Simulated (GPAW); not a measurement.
# C K ELNES/XANES of rock-salt (TiC)₁₋ₓ(ZrC)ₓ at x = 0 from DFT, part 2 of 3

What does the C K edge look like in rock-salt (TiC)₁₋ₓ(ZrC)ₓ at x = 0?

GPAW 26.7.0; X-ray absorption from dipole matrix elements to empty bands, plane-wave PAW PBE.

So far. Step 2 (The field without a hole): The mesh shows no gap, so the system is treated as a metal and the core electron is put at the Fermi level (neutral cell).

## Step 4: Spectrum with XCH, C atom 2

The holes are 6.1 Å apart. In GPAW the data set carries the hole's charge, so charge=0 means a charged cell and charge=-1 a neutral one. The excited electron is kept in the cell, where it fills the lowest empty states and screens the hole. After the field has converged, empty bands are computed with the density fixed and the dipole matrix elements are summed.

The absorber has 6 Ti at 2.16 Å (octahedral).

xas.py

```python
import numpy as np
from ase import Atoms
from ase.parallel import parprint, paropen
from gpaw import GPAW, PW, FermiDirac, Mixer, MixerDif, setup_paths
from gpaw.test import gen
setup_paths.insert(0, '.')
gen('C', name='fch1s', xcname='PBE', corehole=(1, 0, 1), write_xml=True)
from gpaw.mpi import world
world.barrier()

atoms = Atoms('TiCTiCTiCTiCTiCTiCTiCTiC',
    cell=[[0, 4.328, 4.328],
     [4.328, 0, 4.328],
     [4.328, 4.328, 0]],
    scaled_positions=[[0, 0, 0],
     [0.75, 0.25, 0.25],
     [0, 0, 0.5],
     [0.75, 0.25, 0.75],
     [0, 0.5, 0],
     [0.75, 0.75, 0.25],
     [0, 0.5, 0.5],
     [0.75, 0.75, 0.75],
     [0.5, 0, 0],
     [0.25, 0.25, 0.25],
     [0.5, 0, 0.5],
     [0.25, 0.25, 0.75],
     [0.5, 0.5, 0],
     [0.25, 0.75, 0.25],
     [0.5, 0.5, 0.5],
     [0.25, 0.75, 0.75]],
    pbc=True)
atoms.calc = calc = GPAW(legacy_gpaw=True, mode=PW(500, force_complex_dtype=True), xc='PBE', setups={1: 'fch1s'},
    kpts={'size': (4, 4, 4), 'gamma': True}, occupations=FermiDirac(0.1),
    charge=-1, mixer=Mixer(0.1, 5, 50), maxiter=150,
    convergence={'density': 0.0001, 'eigenstates': 1e-6}, txt='scf.txt')
energy = atoms.get_potential_energy() + calc.get_reference_energy()
ef = calc.get_fermi_level()
out = dict(energy=energy, fermi=ef, forces=atoms.get_forces().tolist())
parprint(f'all-electron energy {energy:.4f} eV, Fermi level {ef:.4f} eV')
ev = np.array([[calc.get_eigenvalues(k, s) for k in range(len(calc.get_ibz_k_points()))] for s in range(calc.get_number_of_spins())])
out['homo'], out['lumo'], out['counts'] = ev[ev < ef].max(), ev[ev > ef].min(), sorted(set((ev < ef).sum((0, 2)).tolist()))
out['filled'] = (ev[:, 0] < ef).sum(1).tolist()

from ase.units import Ha
from gpaw.xas import dipole_matrix_elements
nb = int(calc.get_number_of_electrons() / 2) + 125
top, nb = nb, nb + 8 + nb // 12
nscf = calc.fixed_density(kpts={'size': (6, 6, 6), 'gamma': True}, nbands=nb,
    convergence={'bands': top, 'eigenstates': 5e-3}, maxiter=60, txt='nscf.txt')
cell = atoms.cell.array
ops = [cell.T @ U.T @ np.linalg.inv(cell.T) for U in nscf.wfs.kd.symmetry.op_scc]
E = np.arange(-6, 30, 0.1)
fwhm = np.interp(E, [4, 25], [0.9, 3.5])
Y, X, zero, highest = 0, 0, 1e9, 1e9
for spin in range(nscf.get_number_of_spins()):
    wfs = nscf.wfs
    mine = wfs.bd.get_slice()  # this rank's bands
    A = dipole_matrix_elements(wfs.setups[1])
    eps = np.zeros((wfs.kd.nibzkpts, nb))
    d = np.zeros((3, A.shape[1], wfs.kd.nibzkpts, nb), complex)
    for kpt in wfs.kpt_u:
        if kpt.s == spin and 1 in kpt.P_ani:
            eps[kpt.k, mine] = kpt.eps_n * Ha
            d[:, :, kpt.k, mine] = (kpt.weight * wfs.nspins / 2) ** 0.5 * np.inner(A, kpt.P_ani[1])
    world.sum(eps)
    world.sum(d)
    T = np.einsum('amkn,bmkn->abkn', d, d.conj()).real
    T = sum(np.einsum('ai,ijkn,bj->abkn', R, T, R) for R in ops) / len(ops)
    empty = eps > ef
    zero, highest = min(zero, eps[empty].min()), min(highest, eps[:, top - 1].min())
    lines = [(eps, T, empty)] if spin == 0 else lines + [(eps, T, empty)]
for eps, T, empty in lines:
    f = np.einsum('aakn->akn', T).reshape(3, -1)
    x = eps.ravel() - zero
    w = np.interp(x, E, fwhm) / 2.35482
    g = np.exp(-0.5 * ((E[:, None] - x) / w) ** 2) / (w * (2 * np.pi) ** 0.5)
    Y = Y + (f * empty.ravel()) @ g.T
    X = X + (f * ~empty.ravel()) @ g.T
out.update(E=E.round(2).tolist(), xas=Y.tolist(), xes=X.tolist(), zero=zero, valid=highest - zero, nk=len(eps), nb=nb)
for i in range(0, len(E), 10):
    parprint(f'{E[i]:7.2f}', *(f'{v:10.3e}' for v in Y[:, i]))
import json
with paropen('out.json', 'w') as f:
    json.dump(out, f)
```

Launch:

```console
OMP_NUM_THREADS=1 mpirun -n 4 gpaw python xas.py
```

Numbers of over 12 decimals in the logs are rounded to 6 here.

Output:

```text
Input parameters:
  charge: -1
  convergence: {density: 0.0001,
                eigenstates: 1e-06}
  kpts: {gamma: True,
         size: (4, 4, 4)}
  maxiter: 150
  mixer: {backend: pulay,
          beta: 0.1,
          method: separate,
          nmaxold: 5,
          weight: 50}
  mode: {ecut: 500.0,
         force_complex_dtype: True,
         name: pw}
  occupations: {fixmagmom: False,
                name: fermi-dirac,
                width: 0.1}
  setups: {1: fch1s}
  xc: PBE

Initialize ...

[... PAW data sets ...]

Reference energy: -193708.767296  # eV

Spin-paired calculation

[... convergence settings ...]
Symmetries present (total): 8
  [... symmetry matrices ...]

64 k-points: 4 x 4 x 4 Monkhorst-Pack grid + [1/8,1/8,1/8]
13 k-points in the irreducible part of the Brillouin zone
       k-points in crystal coordinates                weights
   0:     0.00000000    0.00000000    0.00000000          1/64
   1:     0.00000000    0.25000000    0.25000000          2/64
   2:     0.00000000    0.50000000    0.50000000          1/64
   3:     0.25000000    0.25000000    0.00000000          4/64
   4:     0.25000000    0.25000000    0.25000000          8/64
   5:     0.25000000    0.50000000   -0.25000000          4/64
   6:     0.25000000    0.50000000    0.25000000          8/64
   7:     0.25000000    0.50000000    0.50000000          8/64
   8:     0.50000000    0.25000000   -0.25000000          2/64
   9:     0.50000000    0.25000000    0.25000000          4/64
          ...
  12:     0.50000000    0.50000000    0.50000000          4/64

Wave functions: Plane wave expansion
  Cutoff energy: 500.000 eV
  Number of coefficients (min, max): 4088, 4140
  Pulay-stress correction: 0.000000 eV/Ang^3 (de/decut=0.000000)
  Using FFTW library
  Wavefunction extrapolation:
    Improved wavefunction reuse through dual PAW basis

Occupation numbers: Fermi-Dirac:
  width: 0.1000  # eV

Eigensolver
   Davidson(niter=2)

Densities:
  Coarse grid: 32*32*32 grid
  Fine grid: 64*64*64 grid
  Total Charge: 0.000000

Density mixing:
  Method: separate
  Backend: pulay
  Linear mixing parameter: 0.1
  old densities: 5
  Width of damping distribution: 1.1
  Damping of long wavelength oscillations: 50

[... Hamiltonian set-up ...]
Number of atoms: 16
Number of atomic orbitals: 136
Number of bands in calculation: 82
Number of valence electrons: 129
Bands to converge: occupied

... initialized

Initializing position-dependent things.

Density initialized from atomic densities
Creating initial wave functions:
  82 bands from LCAO basis set

                           C
                    C
                      C

               C    Ti    C
              Ti   C
               Ti   C
        Ti    C    Ti

            Ti
              Ti
       Ti

Atomic positions and initial magnetic moments

Positions:
   0 Ti     0.000000    0.000000    0.000000    ( 0.0000,  0.0000,  0.0000)
   1 C      2.164000    4.328000    4.328000    ( 0.0000,  0.0000,  0.0000)
   2 Ti     2.164000    2.164000    0.000000    ( 0.0000,  0.0000,  0.0000)
   3 C      4.328000    6.492000    4.328000    ( 0.0000,  0.0000,  0.0000)
   4 Ti     2.164000    0.000000    2.164000    ( 0.0000,  0.0000,  0.0000)
   5 C      4.328000    4.328000    6.492000    ( 0.0000,  0.0000,  0.0000)
   6 Ti     4.328000    2.164000    2.164000    ( 0.0000,  0.0000,  0.0000)
[...]
13 C      4.328000    2.164000    4.328000    ( 0.0000,  0.0000,  0.0000)
  14 Ti     4.328000    4.328000    4.328000    ( 0.0000,  0.0000,  0.0000)
  15 C      6.492000    4.328000    4.328000    ( 0.0000,  0.0000,  0.0000)

Unit cell:
           periodic     x           y           z      points  spacing
  1. axis:    yes    0.000000    4.328000    4.328000    32     0.1562
  2. axis:    yes    4.328000    0.000000    4.328000    32     0.1562
  3. axis:    yes    4.328000    4.328000    0.000000    32     0.1562

  Lengths:   6.120716   6.120716   6.120716
  Angles:   60.000000  60.000000  60.000000

Effective grid spacing dv^(1/3) = 0.1704

iter:   1  -184.047338
iter:   2  -167.580364   -0.32  -0.90
iter:   3  -155.383981   +0.51  -1.03
iter:   4  -156.166164   -0.47  -1.53
iter:   5  -156.541995   -1.38  -1.51
iter:   6  -156.664376   -0.89  -1.51
iter:   7  -156.690789   -1.79  -1.86
iter:   8  -156.908227   -1.67  -1.78
iter:   9  -156.492051   -1.21  -1.74
iter:  10  -156.496386   -1.52  -2.09
iter:  11  -156.368082   -1.80  -2.21
iter:  12  -156.325435   -1.67  -2.26
iter:  13  -156.334370c  -2.35  -2.72
iter:  14  -156.330634c  -3.42  -2.74
iter:  15  -156.330768c  -3.65  -3.02
iter:  16  -156.329912c  -3.94  -3.13
iter:  17  -156.329714c  -4.61  -3.41
iter:  18  -156.329664c  -3.93  -3.49
iter:  19  -156.329665c  -4.85  -3.68
iter:  20  -156.329684c  -5.19  -3.74
iter:  21  -156.329689c  -5.70  -3.70
iter:  22  -156.329700c  -5.76  -3.78
iter:  23  -156.329675c  -6.15c -3.76
iter:  24  -156.329695c  -4.66  -3.83
iter:  25  -156.329660c  -5.31  -3.96
iter:  26  -156.329665c  -5.74  -4.09c
iter:  27  -156.329663c  -6.65c -4.77c

Converged after 27 iterations.

Dipole moment: (-0.028035, 0.000000, 0.000000) |e|*Ang

Energy contributions relative to reference atoms: (reference = -193708.767296)

Kinetic:       +143.940362
Potential:     -158.989216
External:        +0.000000
XC:            -141.649991
Entropy (-ST):   -0.113920
Local:           +0.426142
SIC:             +0.000000
--------------------------
Free energy:   -156.386623
Extrapolated:  -156.329663

Showing only first 2 kpts
 Kpt  Band  Eigenvalues  Occupancy
  0    62     10.22703    1.84760
  0    63     10.22703    1.84760
  0    64     10.90170    0.02808
  0    65     10.90170    0.02808

  1    62      9.68362    1.99928
  1    63     10.17229    1.90891
  1    64     10.17231    1.90890
[...]
Fermi level: 10.47654

No gap
No difference between direct/indirect transitions

Forces in eV/Ang:
  0 Ti   -0.05498    0.00000   -0.00000
  1 C     0.00000    0.00000    0.00000
  2 Ti   -0.00000    0.05498   -0.00000
  3 C     0.00000   -0.00000   -0.00000
  4 Ti   -0.00000   -0.00000    0.05498
  5 C     0.00000   -0.00000   -0.00000
  6 Ti    0.00000    0.00000    0.00000
[...]
13 C     0.00000    0.00000    0.00000
 14 Ti    0.05498    0.00000    0.00000
 15 C    -0.00000   -0.00000    0.00000
Scalar-relativistic atomic PBE calculation for C (Carbon, Z=6)
Core hole in 1s state (1s occupation: 1.0)
300 radial gridpoints.
|------------------------------------------------|
|------------------------------------------------|
[... the atom generator's iteration count ...]

Energy contributions:
-------------------------
Kinetic:      +26.485384
XC:            -3.485579
Potential:    -49.578981
-------------------------
Total:        -26.579177

state      eigenvalue         ekin         rmax
-----------------------------------------------
1s^1.0 :   -12.360196    17.354082        0.168
2s^2.0 :    -1.099219     2.380344        1.061
2p^2.0 :    -0.784094     2.185307        0.924
-----------------------------------------------
(units: Bohr and Hartree)

Generating PAW setup
Kinetic energy of the core from tauc = 17.362309
Cutoffs:
rc(s)=1.200
rc(p)=1.200
rc(d)=1.200
rc(vbar)=1.080
rc(comp)=1.200
rc(nct)=1.200

Kinetic energy of the core states: 17.354082
Charge: 1.0
Core electrons: 1.0
Valence electrons: 4.0
Pseudo-core charge: 0.009353
Shape function alpha=6.944
Pseudo-electron charge 3.959458
state    eigenvalue         norm
--------------------------------
2s(2) :    -1.099219     1.082315
*s    :    -0.099219
2p(2) :    -0.784094     0.892738
*p    :     0.215906
*d    :     0.000000
--------------------------------

Diagonalizing with gridspacing h=0.050

state   all-electron     PAW
-------------------------------
2s:      -1.099219    -1.100079
2p:      -0.784094    -0.785584
*d:                   -0.070724
*f:                   -0.014625
-------------------------------
all-electron energy -193865.0970 eV, Fermi level 10.4765 eV
[...]
27.00  1.082e-04  1.082e-04  1.082e-04
  28.00  1.498e-04  1.498e-04  1.498e-04
  29.00  1.921e-04  1.921e-04  1.921e-04
```

It took 3.4 min on 4 MPI ranks of Arm Neoverse V1, shared host; peak memory 0.57 GiB.

The C K spectrum, C atom 2, excited-electron core hole (neutral cell) (energy from the lowest empty level; intensity scaled to a mean of 1 over the first 20 eV):

```
E (eV)  intensity
  -2.0       0.00
  -1.5       0.00
  -1.0       0.00
  -0.5       0.08
   0.0       0.37
   0.5       0.70
   1.0       0.83
   1.5       1.00
   2.0       1.40
   2.5       2.08
   3.0       2.70
   3.5       1.95
   4.0       1.15
   4.5       0.91
   5.0       0.79
   5.5       0.97
   6.0       1.31
   6.5       1.40
   7.0       1.08
   7.5       0.53
   8.0       0.18
   8.5       0.11
   9.0       0.17
   9.5       0.31
  10.0       0.51
  10.5       0.75
  11.0       0.98
  11.5       1.18
  12.0       1.37
  12.5       1.58
  13.0       1.79
  13.5       1.89
  14.0       1.79
  14.5       1.53
  15.0       1.22
  15.5       0.96
  16.0       0.75
  16.5       0.59
  17.0       0.51
  17.5       0.48
  18.0       0.49
  18.5       0.50
  19.0       0.50
  19.5       0.49
  20.0       0.48
  20.5       0.46
  21.0       0.44
  21.5       0.41
  22.0       0.37
  22.5       0.34
  23.0       0.31
  23.5       0.28
  24.0       0.27
  24.5       0.27
  25.0       0.28
  25.5       0.30
  26.0       0.34
  26.5       0.39
  27.0       0.46
  27.5       0.54
  28.0       0.64
  28.5       0.73
  29.0       0.82
  29.5       0.89
```

Main maxima below 24 eV (height): 3.0 eV (2.70), 6.4 eV (1.41) and 13.5 eV (1.89). A K edge sees empty p states; the first features are C p mixed into the empty d states of the Ti neighbours, and the broad ones above probably into the cations' higher empty bands.

The total-energy difference is 288.00 eV. One term is added: -6.71 eV, since the hole is spin-paired here and a spin-polarised one costs that much less in the free atom (computed apart). The photon energy is then 281.29 eV. The functional leaves an error of a few eV in such absolute values.

## Step 5: Reference energy of the cell

The absorbing element, whose data set is made anew, changes for the next run, so it gets a reference energy of its own.

scf.py

```python
import numpy as np
from ase import Atoms
from ase.parallel import parprint, paropen
from gpaw import GPAW, PW, FermiDirac, Mixer, MixerDif, setup_paths
from gpaw.test import gen
setup_paths.insert(0, '.')
gen('Ti', name='nch1s', xcname='PBE', corehole=(1, 0, 0), write_xml=True)
from gpaw.mpi import world
world.barrier()

atoms = Atoms('TiCTiCTiCTiCTiCTiCTiCTiC',
    cell=[[0, 4.328, 4.328],
     [4.328, 0, 4.328],
     [4.328, 4.328, 0]],
    scaled_positions=[[0, 0, 0],
     [0.75, 0.25, 0.25],
     [0, 0, 0.5],
     [0.75, 0.25, 0.75],
     [0, 0.5, 0],
     [0.75, 0.75, 0.25],
     [0, 0.5, 0.5],
     [0.75, 0.75, 0.75],
     [0.5, 0, 0],
     [0.25, 0.25, 0.25],
     [0.5, 0, 0.5],
     [0.25, 0.25, 0.75],
     [0.5, 0.5, 0],
     [0.25, 0.75, 0.25],
     [0.5, 0.5, 0.5],
     [0.25, 0.75, 0.75]],
    pbc=True)
atoms.calc = calc = GPAW(legacy_gpaw=True, mode=PW(500, force_complex_dtype=True), xc='PBE', setups={0: 'nch1s'},
    kpts={'size': (4, 4, 4), 'gamma': True}, occupations=FermiDirac(0.1),
    charge=0, mixer=Mixer(0.1, 5, 50), maxiter=150,
    convergence={'density': 0.0001, 'eigenstates': 1e-6}, txt='scf.txt')
energy = atoms.get_potential_energy() + calc.get_reference_energy()
ef = calc.get_fermi_level()
out = dict(energy=energy, fermi=ef, forces=atoms.get_forces().tolist())
parprint(f'all-electron energy {energy:.4f} eV, Fermi level {ef:.4f} eV')
ev = np.array([[calc.get_eigenvalues(k, s) for k in range(len(calc.get_ibz_k_points()))] for s in range(calc.get_number_of_spins())])
out['homo'], out['lumo'], out['counts'] = ev[ev < ef].max(), ev[ev > ef].min(), sorted(set((ev < ef).sum((0, 2)).tolist()))
out['filled'] = (ev[:, 0] < ef).sum(1).tolist()
import json
with paropen('out.json', 'w') as f:
    json.dump(out, f)
```

Launch:

```console
OMP_NUM_THREADS=1 mpirun -n 4 gpaw python scf.py
```

Output:

```text
Input parameters:
  convergence: {density: 0.0001,
                eigenstates: 1e-06}
  kpts: {gamma: True,
         size: (4, 4, 4)}
  maxiter: 150
  mixer: {backend: pulay,
          beta: 0.1,
          method: separate,
          nmaxold: 5,
          weight: 50}
  mode: {ecut: 500.0,
         force_complex_dtype: True,
         name: pw}
  occupations: {fixmagmom: False,
                name: fermi-dirac,
[...]
4s(2) :    -0.164137     0.992018
3p(6) :    -1.428160     0.433832
4p(0) :    -0.053893     0.982293
3d(2) :    -0.156485     0.588344
*d    :     0.843515
--------------------------------

Diagonalizing with gridspacing h=0.050

state   all-electron     PAW
-------------------------------
3s:      -2.301366    -2.301666
3p:      -1.428160    -1.428851
3d:      -0.156485    -0.156983
*f:                    0.063889
-------------------------------
all-electron energy -194153.0932 eV, Fermi level 10.1960 eV
[key lines of the parts left out:]
Converged after 24 iterations.
Dipole moment: (0.000000, 0.000000, 0.000000) |e|*Ang
Free energy:   -139.993916
Fermi level: 10.19602
```

The job ended after 39 s (4 MPI ranks; peak memory 0.33 GiB).

Reference energy: -194153.093 eV with the cores included.

(Continued in part 3 of 3.)

[Banner, clock and machine lines of the logs are left out without a mark of their own.]

[Logs are printed without paths, hosts, clocks, repeated set-up lines and the standing remarks that a program may print on its own settings, such as how far it seeks lower states.]

[Hosts, paths, dates, database ids (printed as entryN), source tags and the programs' standing remarks are cut or masked in the printed files.]

[Lists of maxima count a maximum above −3 eV only where it reaches 4 % of the highest in the window and stands out from its surroundings by 2 % of it (1.5 % where it reaches 55 %); shoulders and weaker maxima are passed over, and of the rest the first, up to two pre-edge ones and the few strongest are named.]
